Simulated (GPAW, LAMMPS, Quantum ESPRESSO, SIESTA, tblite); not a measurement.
# Quantum ESPRESSO on amorphous carbon (150 atoms): settings compared

How far do other settings of Quantum ESPRESSO move the forces in amorphous carbon (150 atoms)? One run of the same program serves as the yardstick.

Program: Quantum ESPRESSO 7.5. Level of theory: the method is named at each step. Results are calculated unless marked as measured.

### 1. Starting point

The cell holds 150 atoms: 150 C. Cell: a = 11.985 Å, b = 11.985 Å, c = 11.985 Å, α = 90.0°, β = 90.0°, γ = 90.0°. 150 atoms (150 C) placed at random at 1.74 g/cm³, melted at 5500 K for 10 ps at fixed volume with the LCBOP (Los and Fasolino, Phys. Rev. B 68, 024107 (2003)). Quenched from 5500 K to 300 K at 100 K/ps and fixed volume, held 5 ps.

The yardstick, on the same geometry:

- method: Kohn-Sham DFT, PBE, SSSP efficiency 1.3.0 pseudopotentials, plane waves (Quantum ESPRESSO 7.5); sssp-pbe-1.3.0-efficiency, cutoffs 45/360 Ry, Γ point
- r.m.s. force component: 1.623 eV/Å
- longest force: 7.232 eV/Å
- pressure: -10.65 GPa
- time: 3.4 min on 4 MPI ranks of Arm Neoverse V2, shared host
- CPU time: 14 min

### 2. PBE, sssp-1.3.0-efficiency, 35/280 Ry

Method: Kohn-Sham DFT, PBE, SSSP efficiency 1.3.0 pseudopotentials, plane waves.

File pw.in:

```
&control
  calculation = 'scf'
  pseudo_dir = './pseudo'
  outdir = './tmp'
  disk_io = 'none'
  tprnfor = .true.
  tstress = .true.
/
&system
  ibrav = 0
  nat = 150
  ntyp = 1
  ecutwfc = 35
  ecutrho = 280
  nosym = .true.
  occupations = 'smearing'
  smearing = 'fd'
  degauss = 0.003675
/
&electrons
  conv_thr = 7.5e-07
  electron_maxstep = 100
  mixing_beta = 0.2
  mixing_mode = 'local-TF'
  diagonalization = 'david'
/
ATOMIC_SPECIES
C 12.011 C.upf
CELL_PARAMETERS angstrom
11.98460 0.00000 0.00000
0.00000 11.98460 0.00000
0.00000 0.00000 11.98460
ATOMIC_POSITIONS crystal
C 0.83603 0.42345 0.07455
C 0.61652 0.29341 0.32099
C 0.60683 0.44062 0.77632
C 0.61210 0.25661 0.54498
C 0.96066 0.65235 0.30387
C 0.55224 0.78722 0.52208
C 0.47960 0.93672 0.00656
C 0.46862 0.50075 0.25374
C 0.22992 0.27396 0.74424
C 0.80141 0.22747 0.12825
C 0.00973 0.35489 0.32704
C 0.68525 0.40334 0.86696
C 0.35167 0.88850 0.41596
C 0.87204 0.86651 0.72129
C 0.72232 0.16417 0.19486
C 0.39409 0.90945 0.19307
C 0.26103 0.80241 0.04348
C 0.46405 0.19762 0.68157
C 0.93766 0.74808 0.10596
C 0.24635 0.32741 0.53161
C 0.28626 0.62134 0.26630
C 0.31318 0.42616 0.51838
C 0.72537 0.88025 0.50893
C 0.27823 0.74605 0.93953
C 0.54786 0.08713 0.26533
C 0.47546 0.81621 0.96814
C 0.38940 0.94500 0.31104
C 0.06749 0.37620 0.88477
C 0.53820 0.43299 0.18804
C 0.67855 0.33707 0.97310
C 0.87236 0.60892 0.38286
C 0.22232 0.87234 0.67886
C 0.27485 0.25521 0.62788
C 0.06642 0.54080 0.76366
C 0.83588 0.78374 0.64009
C 0.09509 0.41001 0.39517
C 0.92484 0.52451 0.58455
C 0.42033 0.56767 0.66908
C 0.30759 0.48749 0.11290
C 0.55523 0.63133 0.38247
C 0.77632 0.32384 0.04824
C 0.47683 0.25087 0.93655
C 0.10429 0.49949 0.05054
C 0.54166 0.28174 0.64473
C 0.18767 0.52465 0.12577
C 0.31063 0.85191 0.13313
C 0.49287 0.38579 0.08201
C 0.40121 0.75104 0.77942
C 0.11746 0.05319 0.66048
C 0.17012 0.59581 0.21981
C 0.08026 0.59706 0.29664
C 0.85780 0.01931 0.56898
C 0.36999 0.32304 0.93424
C 0.81247 0.13013 0.58043
C 0.00437 0.68080 0.03332
C 0.75812 0.57750 0.32474
[... 90 atom lines left out ...]
C 0.94315 0.41047 0.24990
C 0.29894 0.32145 0.83542
C 0.73300 0.84089 0.23486
C 0.90106 0.84039 0.83317
K_POINTS gamma
```

Started as:

```
$ OMP_NUM_THREADS=1 mpirun -np 4 pw.x -in pw.in > output.txt
```

Output:

```text
Program PWSCF
     gamma-point specific algorithms are used
     one sub-group per band group will be used
     scalapack distributed-memory algorithm (size of sub-group:  2*  2 procs)
     Parallelization info
     sticks:   dense  smooth     PW     G-vecs:    dense   smooth      PW
     Min        2858    1429    358               229729    81289   10162
     Max        2862    1432    359               229732    81294   10165
     Sum       11441    5721   1433               918921   325165   40651
     bravais-lattice index     =            0
     lattice parameter (alat)  =      22.6476  a.u.
     unit-cell volume          =   11616.2843 (a.u.)^3
     number of atoms/cell      =          150
     number of atomic types    =            1
     number of electrons       =       600.00
     number of Kohn-Sham states=          360
     kinetic-energy cutoff     =      35.0000  Ry
     charge density cutoff     =     280.0000  Ry
     scf convergence threshold =      7.5E-07
     mixing beta               =       0.2000
     number of iterations used =            8  local-TF  mixing
     Exchange-correlation= SLA  PW   PBX  PBC
                           (   1   4   3   4   0   0   0)
     crystal axes: (cart. coord. in units of alat)
               a(1) = (   1.000000   0.000000   0.000000 )
               a(2) = (   0.000000   1.000000   0.000000 )
               a(3) = (   0.000000   0.000000   1.000000 )
     reciprocal axes: (cart. coord. in units 2 pi/alat)
               b(1) = (  1.000000  0.000000  0.000000 )
               b(2) = (  0.000000  1.000000  0.000000 )
               b(3) = (  0.000000  0.000000  1.000000 )
     PseudoPot. # 1 for C :
     Pseudo is Projector augmented-wave + core cor, Zval =  4.0
     atomic species   valence    mass     pseudopotential
     C                 4.00    12.01100     C ( 1.00)
     No symmetry found
   Cartesian axes
     number of k points=     1  Fermi-Dirac smearing, width (Ry)=  0.0037
                       cart. coord. in units 2pi/alat
        k(    1) = (   0.0000000   0.0000000   0.0000000), wk =   2.0000000
     Dense  grid:   459461 G-vectors     FFT dimensions: ( 125, 125, 125)
     Smooth grid:   162583 G-vectors     FFT dimensions: (  90,  90,  90)
     Check: negative core charge=   -0.000006
     Initial potential from superposition of free atoms
     starting charge     599.9938, renormalised to     600.0000
     Starting wfcs are  600 randomized atomic wfcs
     Self-consistent Calculation
     iteration #  1     ecut=    35.00 Ry     beta= 0.20
     total energy              =   -2758.34024387 Ry
     estimated scf accuracy    <      12.42362761 Ry
     iteration #  2     ecut=    35.00 Ry     beta= 0.20
     total energy              =   -2754.51706160 Ry
     estimated scf accuracy    <       8.98198670 Ry
     iteration #  3     ecut=    35.00 Ry     beta= 0.20
     total energy              =   -2755.07836483 Ry
     estimated scf accuracy    <       1.36604230 Ry
     iteration #  4     ecut=    35.00 Ry     beta= 0.20
     total energy              =   -2754.95681769 Ry
     estimated scf accuracy    <       0.58615989 Ry
     iteration #  5     ecut=    35.00 Ry     beta= 0.20
     total energy              =   -2754.96433338 Ry
     estimated scf accuracy    <       0.20392603 Ry
     iteration #  6     ecut=    35.00 Ry     beta= 0.20
     total energy              =   -2754.96473362 Ry
     estimated scf accuracy    <       0.07511308 Ry
[...]
total energy              =   -2754.97004291 Ry
[...]
iteration # 16     ecut=    35.00 Ry     beta= 0.20
     total energy              =   -2754.97004602 Ry
     estimated scf accuracy    <       0.00000424 Ry
     iteration # 17     ecut=    35.00 Ry     beta= 0.20
     total energy              =   -2754.97004874 Ry
     estimated scf accuracy    <       0.00000136 Ry
     iteration # 18     ecut=    35.00 Ry     beta= 0.20
     End of self-consistent calculation
          k = 0.0000 0.0000 0.0000 ( 20326 PWs)   bands (ev):
   -15.1125 -14.8625 -14.6677 -14.5372 -14.2426 -14.1812 -14.1130 -14.0592
   -13.9209 -13.8653 -13.6936 -13.6451 -13.5983 -13.5787 -13.4102 -13.3403
   -13.2289 -13.1335 -13.0447 -12.9980 -12.8656 -12.8127 -12.7071 -12.6009
   -12.5604 -12.4508 -12.3656 -12.2663 -12.1084 -11.9982 -11.9077 -11.8731
   -11.8518 -11.8004 -11.7973 -11.7157 -11.6188 -11.5816 -11.5048 -11.4016
   -11.3847 -11.2882 -11.1137 -11.1120 -11.0361 -10.8538 -10.8113 -10.7767
[...]
6.2193   6.3044   6.3139   6.4148   6.4911   6.6021   6.6597   6.7001
     6.7633   6.7975   6.9071   6.9632   7.0368   7.0996   7.1541   7.2398
     7.3689   7.4499   7.5598   7.5761   7.6232   7.6930   7.7816   7.8661
     the Fermi energy is     4.1549 ev
!    total energy              =   -2754.97005233 Ry
     total all-electron energy =    -11419.584726 Ry
     estimated scf accuracy    <       0.00000061 Ry
     smearing contrib. (-TS)   =      -0.02943373 Ry
     internal energy E=F+TS    =   -2754.94061861 Ry
     The total energy is F=E-TS. E is the sum of the following terms:
     one-electron contribution =   -1493.74188828 Ry
     hartree contribution      =    1005.29988800 Ry
     xc contribution           =    -682.43191372 Ry
     ewald contribution        =    -659.10678905 Ry
     one-center paw contrib.   =    -924.95991555 Ry
     convergence has been achieved in  18 iterations
     Forces acting on atoms (cartesian axes, Ry/au):
     atom    1 type  1   force =     0.08457023    0.05924292   -0.04711563
     atom    2 type  1   force =     0.03911034    0.05311021   -0.00090418
     atom    3 type  1   force =     0.05796573    0.03315109    0.01964446
     atom    4 type  1   force =     0.01672764   -0.01189204   -0.04635701
     atom    5 type  1   force =     0.12937721   -0.01049859   -0.03053984
     atom    6 type  1   force =     0.01900199   -0.03373659   -0.00167241
[...]
atom  148 type  1   force =     0.01187227   -0.04930863    0.06697440
     atom  149 type  1   force =     0.06769586    0.04986131   -0.00669258
     atom  150 type  1   force =     0.07192009   -0.05890359    0.07339105
     Total force =     1.336026     Total SCF correction =     0.001424
     Computing stress (Cartesian axis) and pressure
          total   stress  (Ry/bohr**3)                   (kbar)     P=     -129.89
  -0.00076295   0.00012004  -0.00006477         -112.23       17.66       -9.53
   0.00012004  -0.00089950   0.00001406           17.66     -132.32        2.07
  -0.00006477   0.00001406  -0.00098653           -9.53        2.07     -145.12
     Message from routine punch:
     Nothing written, as per user request (disk_io='none')
```

The job ended after 2.5 min (4 MPI ranks of Arm Neoverse V2, shared host; peak memory 4.2 GiB; 10 min of CPU time).

Banners, paths, timers and routine set-up lines are dropped from the logs unmarked, and long logs keep their key lines alone; longer cuts are marked.

Compared with the plane-wave run:

- r.m.s. force component: 1.619 eV/Å
- r.m.s. difference of force components: 9.408 meV/Å
- longest difference of force vectors: 37.86 meV/Å
- force difference over r.m.s. force: 0.5798 %
- slope of forces against the reference's: 0.9979
- correlation of force components: 1
- pressure: -12.99 GPa
- pressure difference: -2.34 GPa
- energy less the same-level run's: 25.09 meV/atom
- r.m.s. force difference from the same-level run: 9.408 meV/Å

This is a coarse setting, run to see what it loses.

A closer look about C17, which has 2 bonded neighbours where the commonest count for C is 3: 9 atoms, nearest first, numbered in the order of the input, with positions taken from that point.

```
atom      x      y      z  distance (Å)  bonds     Fx     Fy  Fz (eV/Å)
 C17   0.00   0.00   0.00          0.00      2   3.52   2.95       5.59
 C46   0.59   0.59   1.07          1.36      2  -2.46  -2.92      -5.12
 C24   0.21  -0.68  -1.25          1.43      3  -3.10   0.33       1.96
C143   1.50  -0.39  -1.72          2.31      3   0.93  -0.73      -3.70
C112  -1.01  -1.40  -1.74          2.45      3   0.06  -1.01      -1.53
 C16   1.59   1.28   1.79          2.72      3  -1.06   0.40      -0.01
 C26   2.57   0.17  -0.90          2.73      3   1.57  -0.59       3.09
 C89  -2.37  -0.97  -1.29          2.87      3  -0.11   0.35      -1.97
  C7   2.62   1.61  -0.44          3.11      3  -0.37  -0.06      -3.08
```

Forces lie 0.58 % from the reference's, at 0.74 times its CPU time.

### 3. PBE+D3(BJ), sssp-1.3.0-efficiency, 45/360 Ry

Method: Kohn-Sham DFT, PBE+D3(BJ), SSSP efficiency 1.3.0 pseudopotentials, plane waves.

Edit pw.in of step 2 so:

```diff
@@ -12,4 +12,4 @@
   ntyp = 1
-  ecutwfc = 35
-  ecutrho = 280
+  ecutwfc = 45
+  ecutrho = 360
   nosym = .true.
@@ -18,2 +18,5 @@
   degauss = 0.003675
+  vdw_corr = 'dft-d3'
+  dftd3_version = 4
+  dftd3_threebody = .false.
 /
```

Output:

```text
[banner, memory and clock lines left out]
Program PWSCF
     gamma-point specific algorithms are used
     one sub-group per band group will be used
[... lines left out ...]
     total energy              =   -2756.20857369 Ry
[... lines left out ...]
     total energy              =   -2756.79471193 Ry
[... lines left out ...]
     total energy              =   -2756.67851299 Ry
[... lines left out ...]
     total energy              =   -2756.67851345 Ry
[... lines left out ...]
     the Fermi energy is     4.1490 ev
!    total energy              =   -2756.67851352 Ry
[... lines left out ...]
     The total energy is F=E-TS. E is the sum of the following terms:
[... lines left out ...]
     convergence has been achieved in  18 iterations
     Forces acting on atoms (cartesian axes, Ry/au):
     atom    1 type  1   force =     0.08503798    0.05966976   -0.04640616
     atom    2 type  1   force =     0.03972079    0.05308072   -0.00053591
     atom    3 type  1   force =     0.05509030    0.03183702    0.02083379
[...]
atom  149 type  1   force =     0.06711833    0.04946766   -0.00596784
     atom  150 type  1   force =     0.07152493   -0.05920795    0.07402063
     Total force =     1.338368     Total SCF correction =     0.001450
     Computing stress (Cartesian axis) and pressure
          total   stress  (Ry/bohr**3)                   (kbar)     P=     -117.86
  -0.00067588   0.00011879  -0.00005929          -99.43       17.47       -8.72
   0.00011879  -0.00081778   0.00001563           17.47     -120.30        2.30
  -0.00005929   0.00001563  -0.00090999           -8.72        2.30     -133.86
     Message from routine punch:
     Nothing written, as per user request (disk_io='none')
```

Elapsed: 3.3 min, on 4 MPI ranks; peak memory 6.1 GiB.

Against the reference:

| Quantity | Value |
| --- | --- |
| r.m.s. force component | 1.622 eV/Å |
| r.m.s. difference of force components | 30.12 meV/Å |
| longest difference of force vectors | 142.1 meV/Å |
| force difference over r.m.s. force | 1.856 % |
| slope of forces against the reference's | 0.9995 |
| correlation of force components | 0.9998 |
| pressure | -11.79 GPa |
| pressure difference | -1.137 GPa |

Against the first run (0.58 %), the force difference from the reference is 1.9 %, at 1.3 times the CPU time; the model has changed, so this is no error of the program alone.

### 4. Side by side

Differences are against the plane-wave reference, forces as r.m.s. over components; share is that over the reference's r.m.s. force, slope the least-squares factor from reference forces to these. Total energies of different programs have different zeros and aren't compared.

```csv
run,"Δ force, r.m.s. (meV/Å)",share (%),slope,Δ pressure (GPa),cores,CPU time,memory (GiB)
reference,-,-,-,-,4,14 min,6.1
"QE PBE, sssp-1.3.0-efficiency, 35/280 Ry (coarse)",9.41,0.580,0.998,-2.34,4,10 min,4.2
"QE PBE+D3(BJ), sssp-1.3.0-efficiency, 45/360 Ry",30.1,1.86,1.000,-1.14,4,13 min,6.1
```

Rows marked coarse were listed beforehand as settings not expected to be converged; some can still land near the reference.

CPU time is summed over cores on a shared host, where runs went side by side, so it is rough. Symmetry, cutoffs, thresholds, outputs and thread counts weren't matched or tuned between programs; memory under MPI is the largest rank's times the ranks.

Within one program, basis, potentials and functional, energies share a zero. Each run against its twin at the usual cutoff or grid and solver:

```csv
run,twin,Δ energy (meV/atom),"Δ force, r.m.s. (meV/Å)",CPU time over the twin's
"QE PBE, sssp-1.3.0-efficiency, 35/280 Ry","sssp-1.3.0-efficiency, 45/360 Ry",25.1,9.41,0.74
```

### 5. Outcome

| Property | Result |
| --- | --- |
| nearest in forces | QE PBE, sssp-1.3.0-efficiency, 35/280 Ry (coarse), 0.58 % |
| its CPU time | 10 min |

What this shows: In the reference's own program, potentials and cutoffs, a change of model alone moves forces by 1.9 % (QE PBE+D3(BJ), sssp-1.3.0-efficiency, 45/360 Ry). Runs with settings chosen to be coarse differ by 0.58 % (QE PBE, sssp-1.3.0-efficiency, 35/280 Ry). None of the electronic-structure runs in the table takes under half the reference's CPU time of 14 min; they take 0.74 to 0.96 times as much. In pressure, QE PBE, sssp-1.3.0-efficiency, 35/280 Ry misses by -2.3 GPa, at the same functional; a cutoff this low leaves a large Pulay stress. The reference's pressure holds the uncorrected Pulay stress of its 45 Ry basis, so small pressure differences, and their order, may be the reference's own error. The quench rate of 100 K/ps is many orders above laboratory rates, so the cell is likely richer in defects and strain than a real sample. The network of bonds at the start is that of the classical potential that made the cell, and needn't be the one that DFT or experiment would give. The reference's stress is far from hydrostatic: its diagonal is -8.9, -10.9, -12.2 GPa, compression counted positive. The electronic-structure runs sample only Γ, in a cell whose shortest periodic width is 12 Å, which is coarse for a cell with partly filled levels.

[Also dropped from logs without a mark: logging warnings of Python, and SIESTA's first energy breakdown and zero terms.]

[Logs are printed without paths, hosts, clocks, repeated set-up lines and the standing remarks that a program may print on its own settings, such as how far it seeks lower states.]

[Hosts, paths, dates, database ids (printed as entryN), source tags and the programs' standing remarks are cut or masked in the printed files.]
